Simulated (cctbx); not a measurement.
# Diagnosing a refinement

Cell a = 7.3680 Å, b = 7.3680 Å, c = 4.3670 Å, α = 90.00°, β = 90.00°, γ = 120.00°; space group P-62m (no. 189).

The data are simulated with cctbx, not measured: Mo Kα, λ = 0.71073 Å, to d = 0.84 Å, 50 % of the full sphere, strongest reflection 40000 counts, noise from counting, a 1.5 % proportional error and a noise floor of 4 counts (s.d.); no absorption.

An anisotropic refinement with weights 1/σ² prints:

```text
Rint 0.018, 161 unique reflections to 0.84 A
cycle     R1     wR2    GooF  max shift (A)
   1  0.1157  0.2851  20.311   0.00460
   2  0.0666  0.1636  11.652   0.00009
final R1 0.0666 wR2 0.1636 GooF 11.652  parameters 12  data/parameter 13.4
atom        x        y        z      Ueq    occ   su(xyz)  su(Uiso or U11)
Er1    0.23971  0.00000  0.50000   0.0006  1.000  0.00051  0.0014  NPD
Tl1    0.57261  0.00000  0.00000   0.0222  1.000  0.00066  0.0019
Ru1    0.33333  0.66667  0.50000   0.0153  1.000  0.00000  0.0033
Ru2    0.00000  0.00000  0.00000   0.0144  1.000  0.00000  0.0042
difference map: max 7.83 min -4.19 rms 1.07
Q1    0.0000  0.2599  0.5000    3    7.95  0.15 A from Er1
Q2    0.1576  0.7323  0.0000    6    3.68  1.17 A from Tl1
Q3    0.0000  0.8237  0.5000    3    3.68  1.59 A from Er1
Q4    0.3333  0.6667  0.5000    2    3.45  0.00 A from Ru1
Q5    0.0000  0.7070  0.5000    3    3.04  1.99 A from Er1
Q6    0.1401  0.2786  0.0000    6    2.32  1.78 A from Ru2
```

Q: Accept it or mend it, and why?

Mend it. The fault: elements exchanged: Tl1 is Er and Er1 is Tl. Against the right model at the same level, R1 goes from 0.0063 to 0.0666 and GooF from 0.92 to 11.65, U of Er1 shrinks from 0.0092 to 0.0006 Å², U of Tl1 swells from 0.0120 to 0.0222 Å², the top difference peak, 8.0 e/Å³, lies on Er1 and Er1 goes non-positive-definite. Tl1 has 13 electrons too many and its U swells to shed them, as expected; Er1 has 13 electrons too few and its U shrinks to make up, as expected.

The compound is ErTlRu. The right model at the same level gives:

```text
Rint 0.018, 161 unique reflections to 0.84 A
cycle     R1     wR2    GooF  max shift (A)
   1  0.0120  0.0289   2.057   0.00112
   2  0.0063  0.0129   0.921   0.00000
final R1 0.0063 wR2 0.0129 GooF 0.921  parameters 12  data/parameter 13.4
atom        x        y        z      Ueq    occ   su(xyz)  su(Uiso or U11)
Tl1    0.24029  0.00000  0.50000   0.0092  1.000  0.00004  0.0001
Er1    0.57185  0.00000  0.00000   0.0120  1.000  0.00005  0.0001
Ru1    0.33333  0.66667  0.50000   0.0125  1.000  0.00000  0.0002
Ru2    0.00000  0.00000  0.00000   0.0136  1.000  0.00000  0.0003
Flack x: -0.008(5)
Hooft y: 0.007(8)  Bijvoet pairs: 61
difference map: max 0.26 min -0.37 rms 0.10
Q1    0.0000  0.4458  0.0904    6    0.27  1.01 A from Er1
Q2    0.0000  0.7734  0.5000    3    0.23  1.72 A from Tl1
Q3    0.2076  0.7521  0.3265   12    0.22  1.55 A from Ru1
Q4    0.1938  0.5704  0.4219   12    0.22  0.97 A from Ru1
Q5    0.0700  0.7975  0.2645   12    0.22  1.73 A from Tl1
Q6    0.0000  0.3658  0.5000    3    0.21  0.92 A from Tl1
```

The model is made up (kin elements in a known structure type, no relaxation), so it says nothing on whether the phase exists.

[Middle refinement cycles are left out of these outputs.]

[Logs are printed without paths, hosts, clocks, repeated set-up lines and the standing remarks that a program may print on its own settings, such as how far it seeks lower states.]
